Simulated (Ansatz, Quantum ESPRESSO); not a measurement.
# Ballistic transmission: vacuum gap of 6.0 Å between two Al(111) faces, part 3 of 4

Aim: the zero-bias transmission with pwcond for this junction: vacuum gap of 6.0 Å between two Al(111) faces.

Quantum ESPRESSO 7.5; plane-wave DFT, PBE, GBRV ultrasoft pseudopotentials; cross-check by Ansatz 0.2.0 with PAW datasets.

So far. Step 2 (Self-consistent run): The run needed 56 iterations to bring the estimated error under 1e-07 Ry; the largest force on any atom, held or free, is 0.12 eV/Å. Step 3 (The open system): At no point does T exceed the number of channels.

## Step 4: Transmission with pwcond.x, with nz1 = 11

Level of this step: transmission by pwcond, lead and junction from one cell; plane-wave DFT, PBE, GBRV ultrasoft pseudopotentials (Quantum ESPRESSO).

A sensitivity test on the input.

cond.w.in

```
&inputcond
  outdir = './out'
  prefixt = 'scf'
  tran_file = 'cond.w.dat'
  bdl = 2.4494897419
  bds = 15.9807590483
  ikind = 1
  ewind = 4.0
  epsproj = 1e-05
  nz1 = 11
  energy0 = 0.4
  denergy = -0.4
/
14
  0.00000000 0.00000000 0.01000000
  0.00000000 0.10000000 0.06000000
  0.00000000 0.20000000 0.06000000
  0.00000000 0.30000000 0.06000000
  0.00000000 0.40000000 0.06000000
  0.00000000 0.50000000 0.03000000
  0.10000000 0.20000000 0.06000000
  0.10000000 0.30000000 0.12000000
  0.10000000 0.40000000 0.12000000
  0.10000000 0.50000000 0.12000000
  0.20000000 0.40000000 0.06000000
  0.20000000 0.50000000 0.12000000
  0.20000000 0.60000000 0.06000000
  0.30000000 0.60000000 0.06000000
3
```

Command:

```bash
$ OMP_NUM_THREADS=1 mpirun -n 2 pwcond.x -in cond.w.in > cond.w.out
```

Output:

```text
[banner, memory and clock lines left out]
Program PWCOND v.7.5 starts
[citation notice left out]

[...]
./out/scf.save/

     IMPORTANT: XC functional enforced from input :
     Exchange-correlation= PBE
                           (   1   4   3   4   0   0   0)
     Any further DFT definition will be discarded
     Please, verify this is what you really want

     Reading collected, re-writing distributed wavefunctions

===== INPUT FILE containing all the regions =====

     GEOMETRY:

     lattice parameter (alat)  =       5.3984  a.u.
     the volume                =    2177.3274 (a.u.)^3
     the cross section         =      25.2384 (a.u.)^2
     l of the unit cell        =      15.9808 (alat)
     number of atoms/cell      =           18
     number of atomic types    =            1

     crystal axes: (cart. coord. in units of alat)
               a(1) = (  1.0000  0.0000  0.0000 )
               a(2) = (  0.5000  0.8660  0.0000 )
               a(3) = (  0.0000  0.0000 15.9808 )

   Cartesian axes

     site n.     atom                  positions (alat units)
          1        Al     tau(  1)=(  0.0000  0.0000 15.9808  )
          2        Al     tau(  2)=(  0.5000  0.2887  0.8165  )
          3        Al     tau(  3)=(  1.0000  0.5774  1.6330  )
          4        Al     tau(  4)=(  0.0000  0.0000  2.4495  )
          5        Al     tau(  5)=(  0.5000  0.2887  3.2660  )
          6        Al     tau(  6)=(  1.0000  0.5774  4.0825  )
          7        Al     tau(  7)=(  0.0000  0.0000  4.8990  )
          8        Al     tau(  8)=(  0.5000  0.2887  5.7155  )
          9        Al     tau(  9)=(  1.0000  0.5774  6.5320  )
         10        Al     tau( 10)=(  0.0000  0.0000  8.6323  )
         11        Al     tau( 11)=(  0.5000  0.2887  9.4488  )
         12        Al     tau( 12)=(  1.0000  0.5774 10.2653  )
         13        Al     tau( 13)=(  0.0000  0.0000 11.0818  )
         14        Al     tau( 14)=(  0.5000  0.2887 11.8983  )
         15        Al     tau( 15)=(  1.0000  0.5774 12.7148  )
         16        Al     tau( 16)=(  0.0000  0.0000 13.5313  )
         17        Al     tau( 17)=(  0.5000  0.2887 14.3478  )
         18        Al     tau( 18)=(  1.0000  0.5774 15.1643  )

     nr1s                      =           24
     nr2s                      =           24
     nr3s                      =          360
     nr1sx                     =           24
     nr2sx                     =           24
     nr3sx                     =          360
     nr1                       =           25
     nr2                       =           25
     nr3                       =          400
     nr1x                      =           25
     nr2x                      =           25
     nr3x                      =          400

 _______________________________
  Radii of nonlocal spheres:

     type       ibeta     ang. mom.          radius (alat units)
       Al         1         0                    0.3554
       Al         2         1                    0.3554
       Al         3         2                    0.3554
----- General information -----

--- T calc. with identical leads (ikind=1) ---

     nrx                       =           24
     nry                       =           24
     nz1                       =           11

     energy0               =         4.0E-01
     denergy               =        -4.0E-01
     nenergy               =          3
     ecut2d                =         4.0E+01
     ewind                 =         4.0E+00
     epsproj               =         1.0E-05

     number of k_|| points=   14
                       cryst. coord.
        k(    1) = (   0.0000000   0.0000000), wk =   0.0100000
        k(    2) = (   0.0000000   0.1000000), wk =   0.0600000
[...]
k(   14) = (   0.3000000   0.6000000), wk =   0.0600000
----- Information about left/right lead -----

     nocros                   =            9
     noins                    =           18
     norb                     =           36
     norbf                    =          144
     nrz                      =           55

      iorb      type   ibeta   ang. mom.   m       position (alat)
        1        1       1        0        1   taunew(   1)=(  0.0000  0.0000  0.0000)
        2        1       2        1        1   taunew(   2)=(  0.0000  0.0000  0.0000)
[...]
36        1       3        2        5   taunew(  36)=(  0.0000  0.0000  2.4495)
    k slab    z(k)  z(k+1)     crossing(iorb=1,norb)
    1   0.0000 0.0445 0.0445   111111111000000000000000000000000000
    2   0.0445 0.0891 0.0445   111111111000000000000000000000000000
[...]
55   2.4050 2.4495 0.0445   000000000000000000000000000111111111
----- Information about scattering region -----

     noins                    =          126
     norb                     =          144
     norbf                    =          144
     nrz                      =          305

      iorb      type   ibeta   ang. mom.   m       position (alat)
        1        1       1        0        1   taunew(   1)=(  0.0000  0.0000  0.0000)
        2        1       2        1        1   taunew(   2)=(  0.0000  0.0000  0.0000)
[...]
144        1       3        2        5   taunew( 144)=(  0.0000  0.0000 13.5313)
 ngper, shell number =           85          11
 ngper, n2d =           85          64
---  E-Ef =    0.4000000  k =    0.0000000   0.0000000
---  ie =          1  ik =          1
 Nchannels of the left tip =            1
 Right moving states:
   k1(2pi/a)   k2(2pi/a)   E-Ef (eV)
   0.0068387   0.0000011   0.4000000
 Left moving states:
   k1(2pi/a)   k2(2pi/a)   E-Ef (eV)
  -0.0068387   0.0000011   0.4000000

 to transmit
 Band j to band i transmissions and reflections:
    j         i     |T_ij|^2    |R_ij|^2

    1 -->     1     0.10015     0.89985
   Total T_j, R_j =    0.10015  0.89985

E-Ef(ev), T(x2 spins) =    0.4000000   0.2003096
---  E-Ef =    0.0000000  k =    0.0000000   0.0000000
---  ie =          2  ik =          1
 Nchannels of the left tip =            1
 Right moving states:
   k1(2pi/a)   k2(2pi/a)   E-Ef (eV)
  -0.0289899   0.0000012   0.0000000
 Left moving states:
   k1(2pi/a)   k2(2pi/a)   E-Ef (eV)
   0.0289899   0.0000012   0.0000000

 to transmit
 Band j to band i transmissions and reflections:
    j         i     |T_ij|^2    |R_ij|^2

    1 -->     1     0.06862     0.93138
   Total T_j, R_j =    0.06862  0.93138

E-Ef(ev), T(x2 spins) =    0.0000000   0.1372414
---  E-Ef =   -0.4000000  k =    0.0000000   0.0000000
---  ie =          3  ik =          1
 Nchannels of the left tip =            1
 Right moving states:
   k1(2pi/a)   k2(2pi/a)   E-Ef (eV)
  -0.0653741   0.0000012  -0.4000000
 Left moving states:
   k1(2pi/a)   k2(2pi/a)   E-Ef (eV)
   0.0653741   0.0000012  -0.4000000

 to transmit
 Band j to band i transmissions and reflections:
    j         i     |T_ij|^2    |R_ij|^2

    1 -->     1     0.04844     0.95156
   Total T_j, R_j =    0.04844  0.95156

E-Ef(ev), T(x2 spins) =   -0.4000000   0.0968781
 ngper, shell number =           85          47
 ngper, n2d =           85          64
[... further energies and points left out ...]
---  E-Ef =    0.4000000  k =    0.3000000   0.6000000
---  ie =          1  ik =         14
 Nchannels of the left tip =            2
 Right moving states:
   k1(2pi/a)   k2(2pi/a)   E-Ef (eV)
  -0.0292704   0.0000012   0.4000000
   0.3096542   0.0000019   0.4000000
 Left moving states:
   k1(2pi/a)   k2(2pi/a)   E-Ef (eV)
   0.0292704   0.0000012   0.4000000
  -0.3096542   0.0000019   0.4000000

 to transmit
 Band j to band i transmissions and reflections:
    j         i     |T_ij|^2    |R_ij|^2

    1 -->     1     0.00008     0.80039
    1 -->     2     0.00003     0.19951
   Total T_j, R_j =    0.00010  0.99990

    2 -->     1     0.00002     0.19951
    2 -->     2     0.00035     0.80012
   Total T_j, R_j =    0.00037  0.99963

E-Ef(ev), T(x2 spins) =    0.4000000   0.0009496
---  E-Ef =    0.0000000  k =    0.3000000   0.6000000
---  ie =          2  ik =         14
 Nchannels of the left tip =            0
 Right moving states:
   k1(2pi/a)   k2(2pi/a)   E-Ef (eV)
 Left moving states:
   k1(2pi/a)   k2(2pi/a)   E-Ef (eV)

 to transmit
          E-Ef(ev), T =    0.0000000   0.0000000
---  E-Ef =   -0.4000000  k =    0.3000000   0.6000000
---  ie =          3  ik =         14
 Nchannels of the left tip =            0
 Right moving states:
   k1(2pi/a)   k2(2pi/a)   E-Ef (eV)
 Left moving states:
   k1(2pi/a)   k2(2pi/a)   E-Ef (eV)

 to transmit
          E-Ef(ev), T =   -0.4000000   0.0000000
   T_tot     0.40000      0.34521E-01
   T_tot     0.00000      0.23732E-01
   T_tot    -0.40000      0.17635E-01

[...]
```

Wall time 2.2 min (2 MPI ranks of Arm Neoverse N1, shared host); peak memory 0.14 GiB; 4.5 min of CPU time.

Beside the run it was changed from:

```
                                  quantity  this run  unchanged run  difference
 transmission at the Fermi level, one spin   0.01187        0.01187     -3.1e-7
lead channels at the Fermi level, one spin      1.51           1.51           0
                             wall time (s)       135            120
```

Over all energies T moves by up to 4.1e-7, at -0.4 eV.

The physical values in this table stay within 0.05 %.

## Step 5: Transmission with pwcond.x, with ewind, epsproj = [0.1, 0.1]

One more run, with a changed input.

cond.bad.in

```
&inputcond
  outdir = './out'
  prefixt = 'scf'
  tran_file = 'cond.bad.dat'
  bdl = 2.4494897419
  bds = 15.9807590483
  ikind = 1
  ewind = 0.1
  epsproj = 0.1
  nz1 = 7
  energy0 = 0.4
  denergy = -0.4
/
14
  0.00000000 0.00000000 0.01000000
  0.00000000 0.10000000 0.06000000
  0.00000000 0.20000000 0.06000000
  0.00000000 0.30000000 0.06000000
  0.00000000 0.40000000 0.06000000
  0.00000000 0.50000000 0.03000000
  0.10000000 0.20000000 0.06000000
  0.10000000 0.30000000 0.12000000
  0.10000000 0.40000000 0.12000000
  0.10000000 0.50000000 0.12000000
  0.20000000 0.40000000 0.06000000
  0.20000000 0.50000000 0.12000000
  0.20000000 0.60000000 0.06000000
  0.30000000 0.60000000 0.06000000
3
```

Command:

```bash
$ OMP_NUM_THREADS=1 mpirun -n 2 pwcond.x -in cond.bad.in > cond.bad.out
```

Output:

```text
[banner, memory and clock lines left out]
Program PWCOND v.7.5 starts
[citation notice left out]

[...]
./out/scf.save/

     IMPORTANT: XC functional enforced from input :
     Exchange-correlation= PBE
                           (   1   4   3   4   0   0   0)
     Any further DFT definition will be discarded
     Please, verify this is what you really want

     Reading collected, re-writing distributed wavefunctions

===== INPUT FILE containing all the regions =====

     GEOMETRY:

     lattice parameter (alat)  =       5.3984  a.u.
     the volume                =    2177.3274 (a.u.)^3
     the cross section         =      25.2384 (a.u.)^2
     l of the unit cell        =      15.9808 (alat)
     number of atoms/cell      =           18
     number of atomic types    =            1

     crystal axes: (cart. coord. in units of alat)
               a(1) = (  1.0000  0.0000  0.0000 )
               a(2) = (  0.5000  0.8660  0.0000 )
               a(3) = (  0.0000  0.0000 15.9808 )

   Cartesian axes

     site n.     atom                  positions (alat units)
          1        Al     tau(  1)=(  0.0000  0.0000 15.9808  )
          2        Al     tau(  2)=(  0.5000  0.2887  0.8165  )
          3        Al     tau(  3)=(  1.0000  0.5774  1.6330  )
          4        Al     tau(  4)=(  0.0000  0.0000  2.4495  )
          5        Al     tau(  5)=(  0.5000  0.2887  3.2660  )
          6        Al     tau(  6)=(  1.0000  0.5774  4.0825  )
          7        Al     tau(  7)=(  0.0000  0.0000  4.8990  )
          8        Al     tau(  8)=(  0.5000  0.2887  5.7155  )
          9        Al     tau(  9)=(  1.0000  0.5774  6.5320  )
         10        Al     tau( 10)=(  0.0000  0.0000  8.6323  )
         11        Al     tau( 11)=(  0.5000  0.2887  9.4488  )
         12        Al     tau( 12)=(  1.0000  0.5774 10.2653  )
         13        Al     tau( 13)=(  0.0000  0.0000 11.0818  )
         14        Al     tau( 14)=(  0.5000  0.2887 11.8983  )
         15        Al     tau( 15)=(  1.0000  0.5774 12.7148  )
         16        Al     tau( 16)=(  0.0000  0.0000 13.5313  )
         17        Al     tau( 17)=(  0.5000  0.2887 14.3478  )
         18        Al     tau( 18)=(  1.0000  0.5774 15.1643  )

     nr1s                      =           24
     nr2s                      =           24
     nr3s                      =          360
     nr1sx                     =           24
     nr2sx                     =           24
     nr3sx                     =          360
     nr1                       =           25
     nr2                       =           25
     nr3                       =          400
     nr1x                      =           25
     nr2x                      =           25
     nr3x                      =          400

 _______________________________
  Radii of nonlocal spheres:

     type       ibeta     ang. mom.          radius (alat units)
       Al         1         0                    0.3554
       Al         2         1                    0.3554
       Al         3         2                    0.3554
----- General information -----

--- T calc. with identical leads (ikind=1) ---

     nrx                       =           24
     nry                       =           24
     nz1                       =            7

     energy0               =         4.0E-01
     denergy               =        -4.0E-01
     nenergy               =          3
     ecut2d                =         4.0E+01
     ewind                 =         1.0E-01
     epsproj               =         1.0E-01

     number of k_|| points=   14
                       cryst. coord.
        k(    1) = (   0.0000000   0.0000000), wk =   0.0100000
        k(    2) = (   0.0000000   0.1000000), wk =   0.0600000
[...]
k(   14) = (   0.3000000   0.6000000), wk =   0.0600000
----- Information about left/right lead -----

     nocros                   =            9
     noins                    =           18
     norb                     =           36
     norbf                    =          144
     nrz                      =           55

      iorb      type   ibeta   ang. mom.   m       position (alat)
        1        1       1        0        1   taunew(   1)=(  0.0000  0.0000  0.0000)
        2        1       2        1        1   taunew(   2)=(  0.0000  0.0000  0.0000)
[...]
36        1       3        2        5   taunew(  36)=(  0.0000  0.0000  2.4495)
    k slab    z(k)  z(k+1)     crossing(iorb=1,norb)
    1   0.0000 0.0445 0.0445   111111111000000000000000000000000000
    2   0.0445 0.0891 0.0445   111111111000000000000000000000000000
[...]
55   2.4050 2.4495 0.0445   000000000000000000000000000111111111
----- Information about scattering region -----

     noins                    =          126
     norb                     =          144
     norbf                    =          144
     nrz                      =          305

      iorb      type   ibeta   ang. mom.   m       position (alat)
        1        1       1        0        1   taunew(   1)=(  0.0000  0.0000  0.0000)
        2        1       2        1        1   taunew(   2)=(  0.0000  0.0000  0.0000)
[...]
144        1       3        2        5   taunew( 144)=(  0.0000  0.0000 13.5313)
 ngper, shell number =           85          11
 ngper, n2d =           85          10
---  E-Ef =    0.4000000  k =    0.0000000   0.0000000
---  ie =          1  ik =          1
 Nchannels of the left tip =            1
 Right moving states:
   k1(2pi/a)   k2(2pi/a)   E-Ef (eV)
  -0.0075760   0.0000011   0.4000000
 Left moving states:
   k1(2pi/a)   k2(2pi/a)   E-Ef (eV)
   0.0075761   0.0000011   0.4000000

 to transmit
 Band j to band i transmissions and reflections:
    j         i     |T_ij|^2    |R_ij|^2

    1 -->     1     0.04860     0.95140
   Total T_j, R_j =    0.04860  0.95140

E-Ef(ev), T(x2 spins) =    0.4000000   0.0972021
---  E-Ef =    0.0000000  k =    0.0000000   0.0000000
---  ie =          2  ik =          1
 Nchannels of the left tip =            1
 Right moving states:
   k1(2pi/a)   k2(2pi/a)   E-Ef (eV)
  -0.0442912   0.0000011   0.0000000
 Left moving states:
   k1(2pi/a)   k2(2pi/a)   E-Ef (eV)
   0.0442913   0.0000011   0.0000000

 to transmit
 Band j to band i transmissions and reflections:
    j         i     |T_ij|^2    |R_ij|^2

    1 -->     1     0.05916     0.94084
   Total T_j, R_j =    0.05916  0.94084

E-Ef(ev), T(x2 spins) =    0.0000000   0.1183179
---  E-Ef =   -0.4000000  k =    0.0000000   0.0000000
---  ie =          3  ik =          1
 Nchannels of the left tip =            1
 Right moving states:
   k1(2pi/a)   k2(2pi/a)   E-Ef (eV)
  -0.0810713   0.0000012  -0.4000000
 Left moving states:
   k1(2pi/a)   k2(2pi/a)   E-Ef (eV)
   0.0810714   0.0000012  -0.4000000

 to transmit
 Band j to band i transmissions and reflections:
    j         i     |T_ij|^2    |R_ij|^2

    1 -->     1     0.04357     0.95643
   Total T_j, R_j =    0.04357  0.95643

E-Ef(ev), T(x2 spins) =   -0.4000000   0.0871358
 ngper, shell number =           85          47
 ngper, n2d =           85          10
[... further energies and points left out ...]
---  E-Ef =    0.4000000  k =    0.3000000   0.6000000
---  ie =          1  ik =         14
 Nchannels of the left tip =            2
 Right moving states:
   k1(2pi/a)   k2(2pi/a)   E-Ef (eV)
  -0.0571701   0.0000012   0.4000000
   0.2896965   0.0000020   0.4000000
 Left moving states:
   k1(2pi/a)   k2(2pi/a)   E-Ef (eV)
   0.0571720   0.0000012   0.4000000
  -0.2896968   0.0000020   0.4000000

 to transmit
 Band j to band i transmissions and reflections:
    j         i     |T_ij|^2    |R_ij|^2

    1 -->     1     0.00006     0.66675
    1 -->     2     0.00002     0.33317
   Total T_j, R_j =    0.00008  0.99992

    2 -->     1     0.00003     0.33317
    2 -->     2     0.00028     0.66653
   Total T_j, R_j =    0.00030  0.99970

E-Ef(ev), T(x2 spins) =    0.4000000   0.0007595
---  E-Ef =    0.0000000  k =    0.3000000   0.6000000
---  ie =          2  ik =         14
 Nchannels of the left tip =            0
 Right moving states:
   k1(2pi/a)   k2(2pi/a)   E-Ef (eV)
 Left moving states:
   k1(2pi/a)   k2(2pi/a)   E-Ef (eV)

 to transmit
          E-Ef(ev), T =    0.0000000   0.0000000
---  E-Ef =   -0.4000000  k =    0.3000000   0.6000000
---  ie =          3  ik =         14
 Nchannels of the left tip =            1
 Right moving states:
   k1(2pi/a)   k2(2pi/a)   E-Ef (eV)
  -0.0774860   0.0000016  -0.4000000
 Left moving states:
   k1(2pi/a)   k2(2pi/a)   E-Ef (eV)
   0.0774841   0.0000016  -0.4000000

 to transmit
 Band j to band i transmissions and reflections:
    j         i     |T_ij|^2    |R_ij|^2

    1 -->     1     0.00337     0.99663
   Total T_j, R_j =    0.00337  0.99663

E-Ef(ev), T(x2 spins) =   -0.4000000   0.0067424
   T_tot     0.40000      0.26645E-01
   T_tot     0.00000      0.21381E-01
   T_tot    -0.40000      0.41257E-01

[...]
```

Elapsed: 29 s, on 2 MPI ranks; peak memory 0.12 GiB; 58 s of CPU time.

The run finished, but its numbers are not taken as the system's. The fault: a window of plane waves far too small, with a loose projection threshold.

Beside the run it was changed from:

```
                                  quantity  this run  unchanged run  difference
 transmission at the Fermi level, one spin   0.01069        0.01187     -0.0012
lead channels at the Fermi level, one spin      1.27           1.51       -0.24
                             wall time (s)        29            120
```

Over all energies T moves by up to 0.012, at -0.4 eV.

The physical values in this table move by up to 16 %.

[end of part 3 of 4]

[Logs are printed without paths, hosts, clocks, repeated set-up lines and the standing remarks that a program may print on its own settings, such as how far it seeks lower states.]

[Hosts, paths, dates, database ids (printed as entryN), source tags and the programs' standing remarks are cut or masked in the printed files.]

[Maps of the electrostatic potential energy from Ansatz leave out the sawtooth potential of an applied field or a dipole correction, so their vacuum need not be flat; planar profiles and work functions include it.]
